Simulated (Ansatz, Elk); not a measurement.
**Bonding as seen by X-rays: BeGeBi2**

The structure of BeGeBi2 used here is made up (a known structure type with other elements) and was relaxed beforehand with PBE. The aim is the Fourier transform of its all-electron density, F(hkl), set beside the sum over free spherical atoms that refinements use.

Calculated with Elk 11.2.3 (patched build); DFT, PBE, all-electron APW+lo, Dirac cores, scalar-relativistic bands, static density, no spin.

This account leaves out most program logs.

The structure was built from a prototype and need not be the compound's stable phase.

### 1. The structure

The structure is tetragonal, space group I-42d (No. 122). The conventional cell has a = 6.110 Å, b = 6.110 Å, c = 12.372 Å, α = 90.00°, β = 90.00°, γ = 90.00°. Nearest to Bi lie 2 Be at 2.54 Å and 2 Ge at 2.79 Å. Ge has 4 Bi at 2.79 Å nearest. Nearest to Be lie 4 Bi at 2.54 Å. Farther neighbours are not listed.

### 2. Ground state and structure factors

An all-electron density is needed, since X-rays see the cores too. Task 0 finds the density and task 195 Fourier-transforms it; tshift is off so that phases refer to the origin typed.

Contents of elk.in:

```
tasks
  0
  195

xctype
  20

spinpol
  .false.

rgkmax
  7.0

gmaxvr
  14.0

lmaxo
  7

lmaxapw
  8

swidth
  0.002

tshift
  .false.

ramdisk
  .false.

hmaxvr
  5.5

maxscl
  120

epspot
  1e-06

sppath
  './'

avec
  -5.77357412289 5.77357412289 11.68948309520
  5.77357412289 -5.77357412289 11.68948309520
  5.77357412289 5.77357412289 -11.68948309520

atoms
  3
  'Bi.in'
  4
  0.8750000000 0.4105461340 0.0355461340   0.000000 0.000000 0.000000
  0.3750000000 0.8394538660 0.9644538660   0.000000 0.000000 0.000000
  0.5894538660 0.6250000000 0.4644538660   0.000000 0.000000 0.000000
  0.1605461340 0.1250000000 0.5355461340   0.000000 0.000000 0.000000
  'Ge.in'
  2
  0.7500000000 0.2500000000 0.5000000000   0.000000 0.000000 0.000000
  0.0000000000 -0.0000000000 0.0000000000   0.000000 0.000000 0.000000
  'Be.in'
  2
  0.2500000000 0.7500000000 0.5000000000   0.000000 0.000000 0.000000
  0.5000000000 0.5000000000 -0.0000000000   0.000000 0.000000 0.000000

ngridk
  5 5 5
```

Run with:

```bash
$ OMP_NUM_THREADS=4 elk
```

Run time: 2.4 min. Hardware: 4 threads of Arm Neoverse V1, shared host; peak memory 0.38 GiB; 7 min of CPU time.

SFACRHO.OUT:

```text

h k l indices transformed by vhmat matrix:
   1.000000000       0.000000000       0.000000000    
   0.000000000       1.000000000       0.000000000    
   0.000000000       0.000000000       1.000000000    

      h      k      l  multipl.   |H|            Re(F)            Im(F)           |F|

      0      0      0      1   0.0000000       404.00000     -0.26697242E-15   404.00000    
      1      1     -1      2  0.53750754      0.70636853E-13 -0.19525538E-13  0.73285822E-13
     -1      0      1      4  0.60688499       1.8583772      -1.8583772       2.6281423    
     -1      0      0      4  0.60688499       1.8583772       1.8583772       2.6281423    
     -1      1      0      4  0.76952038     -0.21968399E-13 -0.59440730E-13  0.63370427E-13
      1      1     -2      4  0.93865647       61.527178       293.01475       299.40481    
      2      0     -1      4  0.93865647       61.527178      -293.01475       299.40481    
      1      2     -2      4  0.97269631       48.400759       48.400759       68.449010    
      2      1     -2      4  0.97269631       48.400759      -48.400759       68.449010    
      2      2     -2      2   1.0750151      -234.26722     -0.42690455E-12   234.26722    
      1     -1     -1      4   1.0882662      -219.46236      0.20491613E-12   219.46236    
      2      0      0      4   1.2137700     -0.37853242E-13  -14.006291       14.006291    
      2      0     -2      4   1.2137700     -0.21089663E-12   14.006291       14.006291    
      2     -1     -1      4   1.2460468       89.585763      -2.6570781       89.625158    
      1     -2      0      4   1.2460468       89.585763       2.6570781       89.625158    
      0      1      1      4   1.2460468       2.6570781      -89.585763       89.625158    
     -1      0      2      4   1.2460468       2.6570781       89.585763       89.625158    
      1      3     -2      4   1.3220511      0.53400109E-13 -0.11348522E-12  0.12542115E-12
```

Elk indexes on the primitive cell of elk.in and gives |H| = 4π sin θ/λ in inverse bohr. Below, one row stands for each form hkl of the conventional cell (m members, Friedel mates merged), F is for one primitive cell and the density is static (no thermal factor). Free-atom factors are Waasmaier and Kirfel's, and R is Σm||F|−|F'||/Σm|F|.

```
hkl   m  sin θ/λ (Å⁻¹)  abs F, DFT  neutral atoms   diff.  abs of complex diff.
002   2          0.081       0.000          0.000  +0.000                 0.000
101   8          0.091       2.628          2.733  -0.105                 0.105
110   4          0.116       0.000          0.000  +0.000                 0.000
112   8          0.141     299.405        299.193  +0.212                 0.712
103   8          0.146      68.449         68.635  -0.186                 0.186
004   2          0.162     234.267        234.797  -0.530                 0.530
200   4          0.164     219.462        219.956  -0.494                 0.494
202   8          0.182      14.006         14.059  -0.053                 0.053
211  16          0.187      89.625         89.765  -0.139                 0.140
114   8          0.199       0.000          0.000  +0.000                 0.000
105   8          0.218      62.871         62.906  -0.036                 0.036
213  16          0.220      59.329         59.321  +0.008                 0.124
204   8          0.230     310.126        310.600  -0.474                 0.474
220   4          0.231     296.353        296.786  -0.433                 0.433
```

### 3. The highest occupied states alone

An energy window below the Fermi level keeps the highest occupied states, to see at which angles they scatter; shallow core shells can lie inside it and anion s states outside. No new self-consistency is needed.

Changes to elk.in since step 2:

```diff
@@ -1,3 +1,2 @@
 tasks
-  0
   195
@@ -40,2 +39,5 @@
 
+wsfac
+  -0.274650 0.466340
+
 sppath
```

Run with:

```bash
$ OMP_NUM_THREADS=4 elk
```

The job ended after 39 s (4 threads; peak memory 0.27 GiB; 44 s of CPU time).

States within 12 eV below the Fermi level hold 31.41 electrons; any levels below the window count with the cores, and a count that is not whole means the window cuts a band. Their amplitudes can exceed the total, where window and core parts have opposite phase:

```
hkl  sin θ/λ (Å⁻¹)  abs F, window  abs F, all
002          0.081          0.000       0.000
101          0.091          0.421       2.628
110          0.116          0.000       0.000
112          0.141          7.496     299.405
103          0.146          1.429      68.449
004          0.162          0.619     234.267
200          0.164          0.389     219.462
202          0.182          0.075      14.006
211          0.187          0.799      89.625
114          0.199          0.000       0.000
```

### 4. Another functional

The difference from free atoms is small, so it is set against the change that LDA (Perdew-Wang) makes.

Changes to elk.in since step 3:

```diff
@@ -1,2 +1,3 @@
 tasks
+  0
   195
@@ -4,3 +5,3 @@
 xctype
-  20
+  3
 
@@ -39,5 +40,2 @@
 
-wsfac
-  -0.274650 0.466340
-
 sppath
```

Run with:

```bash
$ OMP_NUM_THREADS=4 elk
```

Elapsed: 1.7 min, on 4 threads; peak memory 0.31 GiB; 5.4 min of CPU time.

Against the first run R = 0.01 %; the largest change is -0.074 at 228.

### 5. A coarser k-mesh

About half the k-points along each axis test the sampling.

Changes to elk.in since step 4:

```diff
@@ -5,3 +5,3 @@
 xctype
-  3
+  20
 
@@ -66,2 +66,2 @@
 ngridk
-  5 5 5
+  2 2 2
```

Run with:

```bash
$ OMP_NUM_THREADS=4 elk
```

Run time: 68 s. Hardware: 4 threads; peak memory 0.38 GiB.

Against the first run R = 0.00 %; the largest change is +0.045 at 204.

### 6. Settings against the effect

```
              run  R against the first run (%)  R against neutral atoms, low angle (%)  wall time
    PBE, rgkmax 7                         0.00                                    0.16    2.4 min
LDA (Perdew-Wang)                         0.01                                    0.15    1.7 min
     k-mesh 2×2×2                         0.00                                    0.15       68 s
```

### 7. Outcome

```
R against neutral atoms, sin θ/λ < 0.3 Å⁻¹ : 0.16 %
R against neutral atoms, 0.3 to 0.60 Å⁻¹   : 0.03 %
```

Independent neutral atoms miss the calculated amplitudes by R = 0.16 % below 0.3 Å⁻¹ and 0.03 % from there to 0.60 Å⁻¹; by shells, 0.14 % below 0.15 Å⁻¹ (3 forms), 0.16 % 0.15 to 0.3 (18 forms), 0.05 % 0.3 to 0.45 (39 forms), 0.02 % above 0.45 (71 forms). Bonding, aspherical density and the tables' own atoms all enter these figures, and the runs don't part them. The largest change of an amplitude is -0.53 electrons, at 004. R counts amplitudes alone; phases shift too. The window's part falls from 31.4 electrons at the origin to at most 0.42 between 0.45 and 0.60 Å⁻¹. Below 0.3 Å⁻¹ the changes that finished (LDA (Perdew-Wang) and k-mesh 2×2×2) move F by R = 0.01 % at most, against the 0.16 % that separates it from free atoms. The basis has no finished test. Spin-orbit coupling is left out, which can matter for elements this heavy. Part of the difference isn't bonding: the tables are fits to free atoms and ions calculated by other methods than this functional. Thermal motion, anomalous dispersion and extinction are left out.

[Logs are printed without paths, hosts, clocks, repeated set-up lines and the standing remarks that a program may print on its own settings, such as how far it seeks lower states.]

[Hosts, paths, dates, database ids (printed as entryN), source tags and the programs' standing remarks are cut or masked in the printed files.]
